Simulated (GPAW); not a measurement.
# 1T-ZrSeTe monolayer: simulated STM images

What would a tunnelling microscope show on 1T-ZrSeTe monolayer?

Method: GPAW, PAW setups; layer in a repeated cell with vacuum, relaxation of atoms and in-plane cell, in the first sound run; inputs show where later runs differ, in GPAW 26.7.0.

## (1) The structure

The cell holds 3 atoms: 1 Te, 1 Zr and 1 Se. Its edges and angles: a = 3.885 Å, b = 3.885 Å, c = 17.622 Å, α = 90.0°, β = 90.0°, γ = 120.0°. Vacuum lies along c.

Structure file:

```cif
data_structure
_symmetry_space_group_name_H-M 'P 1'
_symmetry_Int_Tables_number 1
_cell_length_a 3.8850
_cell_length_b 3.8850
_cell_length_c 17.6220
_cell_angle_alpha 90.000
_cell_angle_beta 90.000
_cell_angle_gamma 120.000
_cell_volume 230.34
loop_
_atom_site_label
_atom_site_type_symbol
_atom_site_fract_x
_atom_site_fract_y
_atom_site_fract_z
_atom_site_occupancy
Te1 Te 0.66667 0.33333 0.39723 1
Zr2 Zr 0.00000 0.00000 0.50814 1
Se3 Se 0.33333 0.66667 0.60277 1
```

## (2) Relaxing the atoms

The atoms are relaxed first, since the surface dipole, and with it the work function, follows the positions of the outer layers.

Input file run.py:

```python
import json
import numpy as np
from ase import Atoms
from ase.filters import FrechetCellFilter
from ase.optimize import BFGS
from gpaw import GPAW, PW

slab = Atoms(
    ['Te', 'Zr', 'Se'],
    positions=[
        [1.94250, 1.12150, 7.00000],
        [0.00000, 0.00000, 8.95437],
        [-0.00000, 2.24301, 10.62198]],
    cell=[[3.885, 0.0, 0.0], [-1.9425, 3.36451, 0.0], [0.0, 0.0, 17.622]],
    pbc=[True, True, True])

slab.calc = GPAW(mode=PW(600), xc='PBE', kpts={'size': (9, 9, 1), 'gamma': True},
                 occupations={'name': 'fermi-dirac', 'width': 0.05}, nbands='160%',
                 convergence={'density': 1e-05}, maxiter=200,
                 symmetry={'tolerance': 1e-3}, txt='slab.txt')
result = {}
# The in-plane cell is free; stress needs a cell that repeats along all three vectors
path = []
opt = BFGS(FrechetCellFilter(slab, mask=[1, 1, 0, 0, 0, 1]), maxstep=0.2)
opt.attach(lambda: path.append((slab.get_potential_energy(), slab.positions.tolist(), slab.get_forces().tolist())))
result['relaxed'] = bool(opt.run(fmax=0.02, steps=45))
result['path'] = path
result['cell'] = slab.cell.tolist()
print('in-plane lattice', slab.cell.cellpar().round(4)[[0, 1, 5]])
energy = slab.get_potential_energy()
fermi = slab.calc.get_fermi_level()
v = slab.calc.get_electrostatic_potential().mean((0, 1)) - fermi
n = slab.calc.get_pseudo_density().mean((0, 1))
L = slab.cell[2, 2]
z = np.arange(len(v)) * L / len(v)
low, high = slab.positions[:, 2].min(), slab.positions[:, 2].max()
below, above = np.interp([low - 4.8, high + 4.8], z, v)
slopes = [np.interp(x, z, np.gradient(v, z)) for x in (low - 4.8, high + 4.8)]
eps = np.array([[slab.calc.get_eigenvalues(k, s) for k in range(len(slab.calc.get_ibz_k_points()))]
                for s in range(slab.calc.get_number_of_spins())]) - fermi
top, bottom = eps[eps < 0].max(), eps[eps > 0].min()
dipole = slab.get_dipole_moment()[2]
print(f'energy {energy:.4f} eV, Fermi level {fermi:.4f} eV, dipole {dipole:.5f} e A')
print(f'potential 4.8 A off the faces, from the Fermi level: lower {below:.4f} eV, upper {above:.4f} eV')
print(f'slope of the potential there: lower {slopes[0]:.5f}, upper {slopes[1]:.5f} eV/A')
print(f'nearest levels on the mesh: {top:.4f} and {bottom:.4f} eV')
print('magnetic moment', round(slab.get_magnetic_moment(), 3))
result.update(energy=energy, fermi=fermi, dipole=dipole, below=below, above=above, slopes=slopes, edges=[top, bottom],
              z=z.tolist(), v=v.tolist(), n=n.tolist(), positions=slab.positions.tolist(),
              forces=slab.get_forces(apply_constraint=False).tolist(), moments=slab.get_magnetic_moments().tolist())
json.dump(result, open('result.json', 'w'))
```

Started as:

```bash
> OMP_NUM_THREADS=1 OPENBLAS_NUM_THREADS=1 python run.py
```

The program printed:

```text
Step          Energy          fmax
BFGS:    0      -17.334390        1.356310
BFGS:    1      -17.380379        1.141344
BFGS:    2      -17.473640        0.312929
BFGS:    3      -17.477948        0.226244
BFGS:    4      -17.480296        0.184325
BFGS:    5      -17.486118        0.175449
BFGS:    6      -17.487601        0.179148
BFGS:    7      -17.489578        0.108846
BFGS:    8      -17.490460        0.060134
BFGS:    9      -17.490790        0.015017
in-plane lattice [  3.8771   3.8771 120.    ]
energy -17.4879 eV, Fermi level -0.8050 eV, dipole -0.00219 e A
potential 4.8 A off the faces, from the Fermi level: lower 4.9073 eV, upper 4.9147 eV
slope of the potential there: lower -0.00176, upper -0.00157 eV/A
nearest levels on the mesh: -0.2981 and 0.0419 eV
magnetic moment 0.0
```

Run time: 6.1 min. Hardware: 1 thread of Arm Neoverse V1, shared host; peak memory 0.41 GiB.

This step gave:

- dipole along the normal: -0.002191 e·Å
- levels nearest the Fermi level on the mesh: -0.2981, 0.04191 eV from the Fermi level

Table of electrostatic potential energy of an electron (without an applied field's), less the Fermi level, planar mean by z:

```tsv
z (Å)	electrostatic potential energy of an electron (without an applied field's), less the Fermi level, planar mean (eV)
0.0	4.91
0.5	4.91
1.0	4.91
1.5	4.91
2.0	4.91
2.5	4.91
3.0	4.91
3.5	4.90
4.0	4.90
4.5	4.87
5.0	4.76
5.5	4.31
6.0	2.49
6.5	-4.06
7.0	-15.5
7.5	-10.2
8.0	-3.33
8.5	-8.10
9.0	-15.4
9.5	-8.71
10.0	-7.63
10.5	-14.3
11.0	-2.94
11.5	3.05
12.0	4.51
12.5	4.83
13.0	4.90
13.5	4.91
14.0	4.92
14.5	4.92
15.0	4.92
15.5	4.91
16.0	4.91
16.5	4.91
17.0	4.91
17.5	4.91
```

The pseudo valence density, planar mean by z:

```tsv
z (Å)	pseudo valence density, planar mean (e/Å³)
3.0	2.2e-5
3.5	9.1e-5
4.0	3.8e-4
4.5	0.00157
5.0	0.00654
5.5	0.0267
6.0	0.0976
6.5	0.241
7.0	0.118
7.5	0.266
8.0	0.275
8.5	0.415
9.0	0.832
9.5	0.457
10.0	0.370
10.5	0.197
11.0	0.262
11.5	0.0915
12.0	0.0211
12.5	0.00457
13.0	0.00101
13.5	2.2e-4
14.0	4.9e-5
```

The relaxation lowered the energy of the cell by 0.158 eV (energies extrapolated to zero smearing; the optimiser's log prints free energies). The largest force left on a free atom is 0.015 eV/Å.

## (3) Plane waves, PBE

The work function is the vacuum plateau of the electrostatic potential less the Fermi level; a dipole layer lets the two faces have plateaus of their own.

This step: GPAW, PAW setups; slab in vacuum (GPAW 26.7.0).

The cell differs from the one that the last finished run ended in (c 17.622 → 17.370 Å).

Input file run.py:

```python
import json
import numpy as np
from ase import Atoms
from ase.dft.stm import STM
from gpaw import GPAW, PW

slab = Atoms(
    ['Te', 'Zr', 'Se'],
    positions=[
        [1.93854, 1.11921, 7.00000],
        [-0.00000, -0.00000, 8.88747],
        [0.00000, 2.23844, 10.37001]],
    cell=[[3.87708, 0.0, 0.0], [-1.93854, 3.35765, 0.0], [0.0, 0.0, 17.37]],
    pbc=[True, True, False])

slab.calc = GPAW(mode=PW(400), xc='PBE', kpts={'size': (9, 9, 1), 'gamma': True},
                 occupations={'name': 'fermi-dirac', 'width': 0.05}, nbands='160%',
                 convergence={'density': 1e-05}, maxiter=200,
                 poissonsolver={'dipolelayer': 'xy'},
                 symmetry={'tolerance': 1e-3}, txt='slab.txt')
result = {}
energy = slab.get_potential_energy()
fermi = slab.calc.get_fermi_level()
v = slab.calc.get_electrostatic_potential().mean((0, 1)) - fermi
n = slab.calc.get_pseudo_density().mean((0, 1))
L = slab.cell[2, 2]
z = np.arange(len(v)) * L / len(v)
low, high = slab.positions[:, 2].min(), slab.positions[:, 2].max()
below, above = np.interp([low - 4.8, high + 4.8], z, v)
slopes = [np.interp(x, z, np.gradient(v, z)) for x in (low - 4.8, high + 4.8)]
eps = np.array([[slab.calc.get_eigenvalues(k, s) for k in range(len(slab.calc.get_ibz_k_points()))]
                for s in range(slab.calc.get_number_of_spins())]) - fermi
top, bottom = eps[eps < 0].max(), eps[eps > 0].min()
dipole = slab.get_dipole_moment()[2]
print(f'energy {energy:.4f} eV, Fermi level {fermi:.4f} eV, dipole {dipole:.5f} e A')
print(f'potential 4.8 A off the faces, from the Fermi level: lower {below:.4f} eV, upper {above:.4f} eV')
print(f'slope of the potential there: lower {slopes[0]:.5f}, upper {slopes[1]:.5f} eV/A')
print(f'nearest levels on the mesh: {top:.4f} and {bottom:.4f} eV')
print('magnetic moment', round(slab.get_magnetic_moment(), 3))
result.update(energy=energy, fermi=fermi, dipole=dipole, below=below, above=above, slopes=slopes, edges=[top, bottom],
              z=z.tolist(), v=v.tolist(), n=n.tolist(), positions=slab.positions.tolist(),
              forces=slab.get_forces(apply_constraint=False).tolist(), moments=slab.get_magnetic_moments().tolist())

# Images need the states of the whole zone, up to time reversal
slab.calc = slab.calc.fixed_density(symmetry={'point_group': False}, txt='states.txt', nbands='220%',
                                    convergence={'bands': 'CBM+0.8'})
stm = STM(slab)
result['stm'] = []
for bias in [-0.5, 0.5]:
    height = high + 3.0
    current = stm.get_averaged_current(bias, height)
    x, y, h = stm.scan(bias, current)
    i, f = divmod(height / L * stm.ldos.shape[2], 1)
    I = abs((1 - f) * stm.ldos[:, :, int(i)] + f * stm.ldos[:, :, int(i) + 1])
    print(f'bias {bias} V: mean current at 3.0 A {current:.4e}, corrugation {np.ptp(h):.4f} A')
    result['stm'].append(dict(bias=bias, current=current, h=(h - high).tolist(), I=I.tolist()))
json.dump(result, open('result.json', 'w'))
```

The program printed:

```text
energy -17.4023 eV, Fermi level -0.7463 eV, dipole -0.00165 e A
potential 4.8 A off the faces, from the Fermi level: lower 4.9020 eV, upper 4.9224 eV
slope of the potential there: lower -0.00019, upper 0.00003 eV/A
nearest levels on the mesh: -0.2975 and 0.0419 eV
magnetic moment 0.0
bias -0.5 V: mean current at 3.0 A 4.9338e-08, corrugation 13.4995 A
bias 0.5 V: mean current at 3.0 A 1.3598e-05, corrugation 0.7941 A
```

Elapsed: 80 s, on 1 thread; peak memory 0.33 GiB.

Numbers from this step:

- dipole along the normal: -0.001652 e·Å
- levels nearest the Fermi level on the mesh: -0.2975, 0.04189 eV from the Fermi level
- upper work function: 4.922 eV
- lower work function: 4.902 eV
- corrugation 0.5: 0.7941 Å

Electrostatic potential energy of an electron (without an applied field's), less the Fermi level, planar mean against z:

```tsv
z (Å)	electrostatic potential energy of an electron (without an applied field's), less the Fermi level, planar mean (eV)
0.0	4.91
0.5	4.90
1.0	4.90
1.5	4.90
2.0	4.90
2.5	4.90
3.0	4.90
3.5	4.90
4.0	4.89
4.5	4.86
5.0	4.71
5.5	4.10
6.0	1.68
6.5	-6.53
7.0	-16.2
7.5	-7.86
8.0	-3.44
8.5	-10.2
9.0	-14.9
9.5	-7.34
10.0	-9.30
10.5	-12.9
11.0	-0.996
11.5	3.57
12.0	4.63
12.5	4.86
13.0	4.91
13.5	4.92
14.0	4.92
14.5	4.92
15.0	4.92
15.5	4.92
16.0	4.92
16.5	4.92
17.0	4.92
```

The pseudo valence density, planar mean oscillates, so the rows of the table below give means over windows of 1 Å about each position, cut where the curve ends. Its maxima inside the range that stand out by 2 % of the span (Å: e/Å³): 6.4: 0.249, 7.5: 0.302, 8.8: 0.804, 10.7: 0.293. Its minima: 7.1: 0.110, 7.9: 0.270, 10.3: 0.201.

Table of pseudo valence density, planar mean by z; means over each step:

z (Å), pseudo valence density, planar mean (e/Å³) and a bar:
```
        3      0.000 
        4      0.001 
        5      0.013 #
        6      0.135 ######
        7      0.188 #########
        8      0.325 ###############
        9      0.646 ##############################
       10      0.316 ###############
       11      0.197 #########
       12      0.023 #
       13      0.001 
       14      0.000
```

Tip height over the top atom over a1 and a2. Sample bias 0.5 V, constant current at the mean current 3.0 Å over the top atom.

Ten even steps from '_' (2.50 Å) to '@' (3.29 Å):
```
__..::--++**############**++--::..__
..::--++**##%%%%%%%%%%##**++--::..__
::--++**##%%%%@@@@%%%%##**++--::....
--++**##%%@@@@@@@@@@%%##**++--::::::
++**##%%@@@@@@@@@@@@%%##**++--::::--
++##%%%%@@@@@@@@@@%%%%##++==------==
**##%%@@@@@@@@@@@@%%##**++==----==++
####%%@@@@@@@@@@%%####**++======++**
####%%%%@@@@%%%%####**++========++**
####%%%%%%%%%%####**++==========++**
**############****++============++**
++**********++++++==============++++
++++++++++++========================
----------------==============------
::::::::::::----============----::::
........::::--==++++++++++==--::::..
______..::--==++********++==--::..__
____..::--++++**######**++++--::..__
```
Columns: a1 from 0 to 0.944; rows upwards: a2 from 0 to 0.944.

Local density of states summed over the bias window over a1 and a2. Sample bias 0.5 V, constant height 3.0 Å over the top atom.

Ten even steps from '0' (0.42 × 1e-5 arbitrary) to '9' (3.19 × 1e-5 arbitrary):
```
000123455554321000
001234566654321000
012356777765321000
123567888765321101
234678998764321111
345789998754321112
356789987653221122
456788876543211123
456777765432211223
455666554322212223
344554433222112223
333333322221112222
222222221111111122
111111111122211111
000011111222211111
000001122222221100
000011223333221100
000012334443321000
```
Columns: a1 from 0 to 0.944; rows upwards: a2 from 0 to 0.944.

The potential is flat to 1.9e-4 eV/Å where it is read, so the vacuum is wide enough. At -0.5 V the search found no usable constant-current contour near the set height, so the printed corrugation is no image; it is left out.

## (4) A changed run

One more run, with changed settings.

run.py: that of step 3 with these lines changed.

```diff
@@ -3,3 +3,2 @@
 from ase import Atoms
-from ase.dft.stm import STM
 from gpaw import GPAW, PW
@@ -15,5 +14,5 @@
 
-slab.calc = GPAW(mode=PW(400), xc='PBE', kpts={'size': (9, 9, 1), 'gamma': True},
+slab.calc = GPAW(mode=PW(100), xc='PBE', kpts={'size': (9, 9, 1), 'gamma': True},
                  occupations={'name': 'fermi-dirac', 'width': 0.05}, nbands='160%',
-                 convergence={'density': 1e-05}, maxiter=200,
+                 convergence={'density': 1e-05}, maxiter=50,
                  poissonsolver={'dipolelayer': 'xy'},
@@ -42,16 +41,2 @@
               forces=slab.get_forces(apply_constraint=False).tolist(), moments=slab.get_magnetic_moments().tolist())
-
-# Images need the states of the whole zone, up to time reversal
-slab.calc = slab.calc.fixed_density(symmetry={'point_group': False}, txt='states.txt', nbands='220%',
-                                    convergence={'bands': 'CBM+0.8'})
-stm = STM(slab)
-result['stm'] = []
-for bias in [-0.5, 0.5]:
-    height = high + 3.0
-    current = stm.get_averaged_current(bias, height)
-    x, y, h = stm.scan(bias, current)
-    i, f = divmod(height / L * stm.ldos.shape[2], 1)
-    I = abs((1 - f) * stm.ldos[:, :, int(i)] + f * stm.ldos[:, :, int(i) + 1])
-    print(f'bias {bias} V: mean current at 3.0 A {current:.4e}, corrugation {np.ptp(h):.4f} A')
-    result['stm'].append(dict(bias=bias, current=current, h=(h - high).tolist(), I=I.tolist()))
 json.dump(result, open('result.json', 'w'))
```

The program printed:

```text
energy -12.2470 eV, Fermi level -0.4767 eV, dipole 0.00127 e A
potential 4.8 A off the faces, from the Fermi level: lower 4.7981 eV, upper 4.7442 eV
slope of the potential there: lower -0.01164, upper 0.00661 eV/A
nearest levels on the mesh: -0.3770 and 0.0401 eV
magnetic moment 0.0
```

Wall time 5.1 s (1 thread); peak memory 0.13 GiB.

The run finished. A setting was moved off its sound value on purpose, so it serves as a test and not as the result.

The fault put into the input: a cutoff far too low (ecut = 100).

The two runs compared:

```tsv
quantity	this run	sound run	difference
upper work function (eV)	4.7442	4.9224	-0.178
lower work function (eV)	4.7981	4.9020	-0.104
```

One result that differs is the upper work function, 4.74 eV against 4.92 eV.

## (5) Results

| Item | Value |
| --- | --- |
| work function, upper and lower face | 4.922 and 4.902 eV |
| dipole along the normal | -0.00165 e Å |
| corrugation at 0.5 V | 0.794 Å |

**Reading.** At 0.5 V the tip height varies by 0.79 Å over the cell. Negative sample bias images filled states, positive bias empty ones. The images are of Tersoff-Hamann type: an s-wave tip, no tip-sample forces, heights closer than in a microscope. The small printed dipole stands for a step of 23 meV from the lower to the upper face, and the probes find 20 meV; values this small are near the numerical noise of both. A level lies at the Fermi level, so the layer came out without a gap at this level of theory, however far the next level lies. The layer's cell and atoms come from the relaxation; spin-orbit coupling and temperature are left out.

[Logs are printed without paths, hosts, clocks, repeated set-up lines and the standing remarks that a program may print on its own settings, such as how far it seeks lower states.]

[Hosts, paths, dates, database ids (printed as entryN), source tags and the programs' standing remarks are cut or masked in the printed files.]
